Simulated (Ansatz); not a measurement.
# CaPd (Pm-3m): from the cell to its phonons, part 2 of 3

Task: relax CaPd (Pm-3m), then find its harmonic phonons.

Ansatz 0.2.0; DFT PBEsol, scalar-relativistic, plane waves, PAW; PAW set soft_1.

So far. Step 3 (Tight relaxation): The forces vanish by symmetry and the pressure is 0.000 GPa, within the tolerances set. The cell now holds 20.86 Å³/atom. The relaxed cell has a = 3.468 Å (conventional setting).

## (4) Modes at Γ

The zone centre comes first: it holds the modes that light can see, as far as symmetry allows. No field response is asked, since the mesh shows no gap.

input.yaml

```yaml
crystal:
  lattice:
    - [3.4682469573, 0.0, 0.0]
    - [0.0, 3.4682469573, 0.0]
    - [0.0, 0.0, 3.4682469573]
  atoms:
    - { symbol: Ca, position: [0.0, 0.0, 0.0] }
    - { symbol: Pd, position: [0.5, 0.5, 0.5] }
kpoints:
  mp_grid: { grid: [12, 12, 12] }
hamiltonian:
  xc: pbesol
  pseudopotentials: { kind: paw, azcp: { folder: soft_1 }, xc_functional: pbe }
scf:
  occupations: { method: methfessel_paxton, width: 0.2 }
output:
  eigenvalues: true
phonons:
  method: dfpt
```

Launch:

```sh
$ ansatz run input.yaml --threads 4 --pin off --max-ram 10240MiB --backend cpu --events-out ev --progress --plain --runs-dir out
```

Numbers of over 12 decimals in the logs are rounded to 6 here.

What it wrote:

```text
[...]
Crystal: 2 atoms, lattice volume = 41.719 Å³
Basis set: ecut = 420 eV, 799 PW (Γ), exchange–correlation on 48×48×48 points (8 copies of the dense FFT grid, shifted against one another)
Bands: 18, of which v1, the nominal top of the filled ones, is band 14 counted from 1 (13 counted from 0)
Symmetry: 48 space group operations
k-points: 196 of 1728 (irreducible under 8 space group operations, time reversal used)
[...]
SCF iter   1: F=—  HF=-8718.001469 eV  |F-HF|=—  |Δ(HF+E_count)|=         —  Δρ=5.21e-1  dr2=2.11e2  ethr=3.10e-3  ⟨swp⟩=7.1  Hψ=45583  notcnv=0
automatic band count: the SCF goes on with 22 bands, as 18 were too few: they end inside the smearing window of the response
[...]
SCF iter   2: F=—  HF=-8709.175163 eV  |F-HF|=—  |Δ(HF+E_count)|=    8.83e0  S|Δr|=    0.00e0  Δρ=3.12e-1  dr2=6.26e1  ethr=3.10e-3  ⟨swp⟩=3.2  Hψ=9998  notcnv=0  defer=331
[...]
SCF iter  13: F=-8701.670213 eV  HF=-8701.670213 eV  |F-HF|=1.82e-12  |Δ(HF+E_count)|=  3.64e-12  S|Δr|=    0.00e0  Δρ=3.62e-8  dr2=4.17e-13  ethr=1.00e-12  ⟨swp⟩=11.1  Hψ=21810  notcnv=0
SCF 1 converged in 13 iterations: F = -8701.670213 eV  dr2 = 4.17e-13
[...]
DFPT response loops at Γ: preconditioner auto → Kerker (q_TF=auto, 2.553 Å⁻¹) (partly filled bands, converged f_vac=0.000); β = 1.00, the filter's whole step (`scf.mixing.beta` (0.50) is not read by the response loops under this deck's `scf.mixing.preconditioner`; to damp them name `kerker` or `kerker_dos`, under which they read `scf.mixing.beta`, and type it under 1.00, their step now; both keys bind the ground state too); Broyden in place of MSR1
SCF converged after 13 iterations
[...]
Free energy (F): -8701.670213 eV
[...]
Internal energy: -8701.670571 eV  (E = F + TS)
E sigma→0 (E₀):  -8701.670302 eV
Entropy (-TS):   0.000358 eV (0.179 meV/atom)
Fermi energy:    12.004398 eV
[...]
--- Band table (eV; the first three rows and the last of 196) ---
  k-point 0: bands = [... 10 lower, 8.5794, 10.0098, 10.0098, 10.0098, 15.1136, 15.1136, 17.9897, 17.9897, ... 4 higher]
  k-point 1: bands = [... 10 lower, 8.6336, 9.9921, 9.9921, 10.0197, 15.0634, 15.0875, 17.6116, 17.6116, ... 4 higher]
  k-point 2: bands = [... 10 lower, 8.7889, 9.9444, 9.9444, 10.0469, 14.9125, 14.9236, 16.9759, 16.9759, ... 4 higher]
  k-point 195: bands = [... 10 lower, 9.1883, 10.6401, 10.6401, 12.4502, 12.4502, 12.4502, 16.8222, 18.6683, ... 4 higher]
--- Phonons (Γ-DFPT): 2 representative perturbations + reference, on 196 of 1728 k-points (Σ response iterations 7) ---
  k mesh reduced under 8 symmetry operations, with k and −k counted as one. Each operation leaves every solved perturbation unchanged. A smaller set is not used because it would not reduce the number of displacements times k-points to solve
  ASR residual: 5.848e-5 → 0.000e0 eV/Å²; symmetrization residual: 1.133e-5 eV/Å²
  ASR residual per site (eV/Å²): 3.17e-5 5.85e-5
  Γ frequencies (cm⁻¹): 0.00 0.00 0.00 160.75 160.75 160.75
  non-analytic LO–TO correction: not included (Born effective charges unavailable; polar crystals: no LO–TO splitting at Γ)
```

It took 10 s on 4 threads of Arm Neoverse V2, shared host; peak memory 0.7 GiB; 38 s of CPU time.

Numbers from this step:

| Quantity | Value |
| --- | --- |
| sum-rule residual before enforcement | 5.85e-5 eV/Å² |
| point group | m-3m |
| highest optical mode at the zone centre (no LO-TO term) | 160.8 cm⁻¹ |
| lowest optical zone-centre mode | 160.8 cm⁻¹ |

Patterns of degenerate modes are one choice out of their space. The modes at Γ (shares of kinetic energy by element, %):

| mode | frequency (cm⁻¹) | symmetry | Ca % | Pd % |
| --- | --- | --- | --- | --- |
| 1 | 0.0 | acoustic | 27 | 73 |
| 2 | 0.0 | acoustic | 27 | 73 |
| 3 | 0.0 | acoustic | 27 | 73 |
| 4 | 160.8 | T1u | 73 | 27 |
| 5 | 160.8 | T1u | 73 | 27 |
| 6 | 160.8 | T1u | 73 | 27 |

Displacements in mode 6 (160.8 cm⁻¹), the largest set to 1:
```
Ca1  0.00  0.00  1.00
Pd2  0.00  0.00 -0.38
```

Before it was imposed, the acoustic sum rule was missed by 5.8e-5 eV/Å². Small misses are needed for a sound result but don't prove that mesh and cutoff are converged. The lowest optical mode is real, 161 cm⁻¹.

## (5) The dispersion

Stability and thermal properties need the whole zone. Linear response on a 4×4×4 q mesh gives force constants as far as a supercell of that size would.

input.yaml: that of step 4 with these lines changed.

```diff
@@ -19 +19,8 @@
   method: dfpt
+  qmesh: [4, 4, 4]
+  temperatures: { t_max: 1000, t_step: 50 }
+  qpath:
+    path:
+      - [[0.0, 0.0, 0.0], [0.0, 0.5, 0.0], [0.5, 0.5, 0.0], [0.0, 0.0, 0.0], [0.5, 0.5, 0.5], [0.0, 0.5, 0.0]]
+      - [[0.5, 0.5, 0.5], [0.5, 0.5, 0.0]]
+    npoints: 10
```

What it wrote:

```text
[...]
Crystal: 2 atoms, lattice volume = 41.719 Å³
Basis set: ecut = 420 eV, 799 PW (Γ), exchange–correlation on 48×48×48 points (8 copies of the dense FFT grid, shifted against one another)
Bands: 18, of which v1, the nominal top of the filled ones, is band 14 counted from 1 (13 counted from 0)
Symmetry: 48 space group operations
k-points: 84 of 1728
[...]
SCF iter   1: F=—  HF=-8718.001579 eV  |F-HF|=—  |Δ(HF+E_count)|=         —  Δρ=5.21e-1  dr2=2.11e2  ethr=3.10e-3  ⟨swp⟩=7.1  Hψ=19430  notcnv=0
[...]
SCF iter  13: F=-8701.670213 eV  HF=-8701.670213 eV  |F-HF|=0.00e0  |Δ(HF+E_count)|=  1.82e-12  S|Δr|=    0.00e0  Δρ=3.78e-8  dr2=4.63e-13  ethr=1.00e-12  ⟨swp⟩=11.0  Hψ=9368  notcnv=0
SCF 1 converged in 13 iterations: F = -8701.670213 eV  dr2 = 4.63e-13
[...]
SCF iter   9: F=-8701.670213 eV  HF=-8701.670213 eV  |F-HF|=0.00e0  |Δ(HF+E_count)|=  3.64e-12  S|Δr|=    0.00e0  Δρ=1.27e-7  dr2=1.98e-12  ethr=1.00e-12  ⟨swp⟩=2.0  Hψ=3042  notcnv=0
SCF 2 converged in 9 iterations: F = -8701.670213 eV  dr2 = 1.98e-12
phonons: the bands overlap, so this run is a metal and interpolates without the dipole-dipole term. If the crystal is really an insulator or semiconductor, its LO-TO splitting is missing
NSCF: frozen V_eff on 84 k-points
WARN: eigensolver did not converge (k=11): 1 band(s) unlocked after 20 sweeps at ethr=1.15e-12 eV (storage-precision floor; scheduled 1.00e-12 eV) (lowest unlocked band 21, counted from 0; max residual 2.74e-6 eV among the unlocked bands, 2.74e-6 eV over every band; other slots of this pass that fall short are told together in one closing line; warning suppressed until the next SCF loop or pass starts)
[...]
DFPT response loops at q = (0, 0, 0) (fractional): preconditioner auto → Kerker (q_TF=auto, 2.553 Å⁻¹) (partly filled bands, converged f_vac=0.000); β = 1.00, the filter's whole step (`scf.mixing.beta` (0.50) is not read by the response loops under this deck's `scf.mixing.preconditioner`; to damp them name `kerker` or `kerker_dos`, under which they read `scf.mixing.beta`, and type it under 1.00, their step now; both keys bind the ground state too); Broyden in place of MSR1
[...]
SCF converged after 13 iterations
[...]
Free energy (F): -8701.670213 eV
[...]
Internal energy: -8701.670571 eV  (E = F + TS)
E sigma→0 (E₀):  -8701.670302 eV
Entropy (-TS):   0.000358 eV (0.179 meV/atom)
Fermi energy:    12.004398 eV
[...]
--- Band table (eV; the first three rows and the last of 84) ---
  k-point 0: bands = [... 10 lower, 8.5794, 10.0098, 10.0098, 10.0098, 15.1136, 15.1136, 17.9897, 17.9897, ... 4 higher]
  k-point 1: bands = [... 10 lower, 8.6336, 9.9921, 9.9921, 10.0197, 15.0634, 15.0875, 17.6116, 17.6116, ... 4 higher]
  k-point 2: bands = [... 10 lower, 8.7889, 9.9444, 9.9444, 10.0469, 14.9125, 14.9236, 16.9759, 16.9759, ... 4 higher]
  k-point 83: bands = [... 10 lower, 9.1883, 10.6401, 10.6401, 12.4502, 12.4502, 12.4502, 16.8222, 18.6683, ... 4 higher]
--- Phonons (Γ-DFPT): 2 representative perturbations + reference (Σ response iterations 7) ---
  ASR residual: 5.910e-5 → 0.000e0 eV/Å²; symmetrization residual: 1.188e-5 eV/Å²
  ASR residual per site (eV/Å²): 3.75e-5 5.91e-5
  Γ frequencies (cm⁻¹): 0.00 0.00 0.00 160.75 160.75 160.75
--- Phonons (arbitrary-q DFPT): 10 irreducible q on the 4×4×4 mesh ---
  q = [0.0000, 0.0000, 0.0000] (star 1, of the zone-centre solve; hermiticity 8.59e-6, symmetrization 2.19e-12): -0.00 -0.00 0.00 160.75 160.75 160.75
  q = [0.0000, 0.0000, 0.2500] (star 6, 4 solved perturbations in 1848 linear systems a pass and spin channel, the states on 588 of 1728 k-point pairs; hermiticity 2.75e-6, symmetrization 2.16e-12): 53.90 53.90 64.89 147.86 147.86 201.48
[...]
q = [0.0000, 0.2500, -0.5000] (star 12, 6 solved perturbations on 588 of 1728 k-point pairs; hermiticity 2.70e-6, symmetrization 7.63e-8): 53.17 67.52 94.14 121.64 177.29 224.16
[...]
sum rule: each row above includes the acoustic sum rule's correction from the zone centre's row sums; it moved no ω² by more than (0.50 cm⁻¹)²
  mesh force constants: q→R imaginary residual 2.16e-18; ASR residual 5.910e-5 → 0.000e0 eV/Å²; symmetrization residual 2.665e-15 eV/Å²
  interpolated dispersion: 62 rows × 6 modes
  density of states and harmonic sums: on the 20×20×20 q-mesh, interpolated from the force constants of a 4×4×4 supercell (no non-analytic term)
  largest difference from the sums on the solved wave vectors: F 1.40e-2 eV, S 1.80e-5 and C_V 4.01e-6 eV/K
  zero-point energy: 0.045678 eV/cell   skipped modes (ω ≤ 0): 3   left out of the sums: 6.25e-5 of the cell's modes: C_V's classical limit lies that fraction below 3 k_B per atom; for a crystal, a wire or a layer, F and S can be off by more, and a phonons.interpolated_qmesh denser along its periods is the remedy for the sampling
```

Run time: 4.5 min. Hardware: 4 threads; peak memory 2 GiB; 17 min of CPU time.

This step gave:

```yaml
sum_rule_residual_before_enforcement: 5.91e-5 eV/Å²
lowest_frequency_on_the_path: 0 cm⁻¹
highest_frequency_on_the_path_or_at_a_solved_wavevector: 237.1 cm⁻¹
mean_frequency: 122.8 cm⁻¹
debye_temperature_second_moment: 255 K
logarithmic_mean_frequency: 106.1 cm⁻¹
lowest_mode_on_the_q_mesh_acoustic_modes_at_gamma_apart: 35.86 cm⁻¹
zero_point_energy_per_atom: 22.84 meV
heat_capacity_at_300_k: 24.07 J/(mol atoms K)
vibrational_entropy_at_300_k: 42.23 J/(mol atoms K)
edges_of_the_widest_gap_between_branches_on_path_and_mesh: 96.7, 117.3 cm⁻¹
```

Frequencies (cm⁻¹) solved at each irreducible wavevector; negative means imaginary. Frequencies by wavevector, by row:

| q in reciprocal lattice units | star | mode 1 | mode 2 | mode 3 | mode 4 | mode 5 | mode 6 |
| --- | --- | --- | --- | --- | --- | --- | --- |
| 0 0 0 | 1 | 0 | 0 | 0 | 160.8 | 160.8 | 160.8 |
| 0 0 0.25 | 6 | 53.9 | 53.9 | 64.9 | 147.9 | 147.9 | 201.5 |
| 0 0 -0.5 | 3 | 76.5 | 91.3 | 91.3 | 124.7 | 124.7 | 237.1 |
| 0 0.25 0.25 | 12 | 35.9 | 71.4 | 83 | 138.1 | 187.4 | 188.3 |
| 0 0.25 -0.5 | 12 | 53.2 | 67.5 | 94.1 | 121.6 | 177.3 | 224.2 |
| 0 -0.5 -0.5 | 3 | 40.5 | 40.5 | 96.7 | 117.3 | 212 | 212 |
| 0.25 0.25 0.25 | 8 | 58.7 | 58.7 | 81.8 | 181.3 | 181.3 | 181.7 |
| 0.25 0.25 -0.5 | 12 | 54.7 | 71 | 78.4 | 174.2 | 176.6 | 218.1 |
| 0.25 -0.5 -0.5 | 6 | 58.1 | 58.1 | 81.7 | 176.3 | 213.7 | 213.7 |
| -0.5 -0.5 -0.5 | 1 | 71.5 | 71.5 | 71.5 | 217.5 | 217.5 | 217.5 |

Interpolated from a 4×4×4 q mesh. Phonon branches along the path, in cm⁻¹:

| point | branch 1 | branch 2 | branch 3 | branch 4 | branch 5 | branch 6 |
| --- | --- | --- | --- | --- | --- | --- |
| Γ | 0 | 0 | 0 | 161 | 161 | 161 |
| halfway | 54 | 54 | 65 | 148 | 148 | 202 |
| X | 76 | 91 | 91 | 125 | 125 | 237 |
| halfway | 53 | 68 | 94 | 122 | 177 | 224 |
| M | 40 | 40 | 97 | 117 | 212 | 212 |
| halfway | 36 | 71 | 83 | 138 | 187 | 188 |
| Γ | 0 | 0 | 0 | 161 | 161 | 161 |
| halfway | 59 | 59 | 82 | 181 | 181 | 182 |
| R | 72 | 72 | 72 | 218 | 218 | 218 |
| halfway | 55 | 71 | 78 | 174 | 177 | 218 |
| X | 76 | 91 | 91 | 125 | 125 | 237 |
| jump to R | 72 | 72 | 72 | 218 | 218 | 218 |
| halfway | 58 | 58 | 82 | 176 | 214 | 214 |
| M | 40 | 40 | 97 | 117 | 212 | 212 |

The phonon branches as a text plot (rows in cm⁻¹):

```
    232 |      *****                                  ****
    222 |     *     *                         **    **
    212 |    *       *****                  **  ****      *******
    203 |   *        **  **                *      *        *
    193 |           *      ***           **        *        *
    183 |                    **         *
    173 | **                   *     ***            *        *
    163 |**        *            *******              *
    153 |  *      *            **                     *
    143 |   **                *                       **      *
    133 |     *  *         ***                         **      *
    123 |      *******   **                             **      *
    114 |             ***
    104 |
     94 |       ***********                             **    ***
     84 |      *  *        ****      ****            ***     *
     74 |    ***** *       *** *         ** **********  *****
     64 |   **    * *     *         *    ****    ***   *   **
     54 |   *      * *   *    * *      **          ****      *
     44 |  *        *****      *     **                       ***
     35 | **             ****** *  **
     25 | *                    ***
     15 |*                       * *
      5 |                         *
         Γ      X      M          Γ            R        X|R     M
```

The phonon density of states has structure finer than the step of the table below, so its rows give means over 10 cm⁻¹, whole bins alone (the curve runs from 1 to 237 cm⁻¹). Peaks (cm⁻¹: height): 53.0: 0.0618, 67.0: 0.0678, 85.0: 0.0965, 213.0: 0.0724.

Tetrahedra on a 20×20×20 mesh, mean over bins of 2 cm-1. Interpolated from a 4×4×4 q mesh. Phonon density of states against wavenumber; means over each step:

wavenumber (cm⁻¹), phonon density of states (1/cm⁻¹/cell) and a bar:
```
       10     0.0003 
       20     0.0016 #
       30     0.0053 ###
       40     0.0286 ###############
       50     0.0540 ############################
       60     0.0469 ########################
       70     0.0579 ##############################
       80     0.0577 ##############################
       90     0.0457 ########################
      100     0.0021 #
      110     0.0000 
      120     0.0064 ###
      130     0.0210 ###########
      140     0.0247 #############
      150     0.0280 ###############
      160     0.0287 ###############
      170     0.0242 #############
      180     0.0242 #############
      190     0.0259 #############
      200     0.0305 ################
      210     0.0521 ###########################
      220     0.0252 #############
      230     0.0086 ####
```

(Continued in part 3 of 3.)

[Logs are printed without paths, hosts, clocks, repeated set-up lines and the standing remarks that a program may print on its own settings, such as how far it seeks lower states.]

[Hosts, paths, dates, database ids (printed as entryN), source tags and the programs' standing remarks are cut or masked in the printed files.]
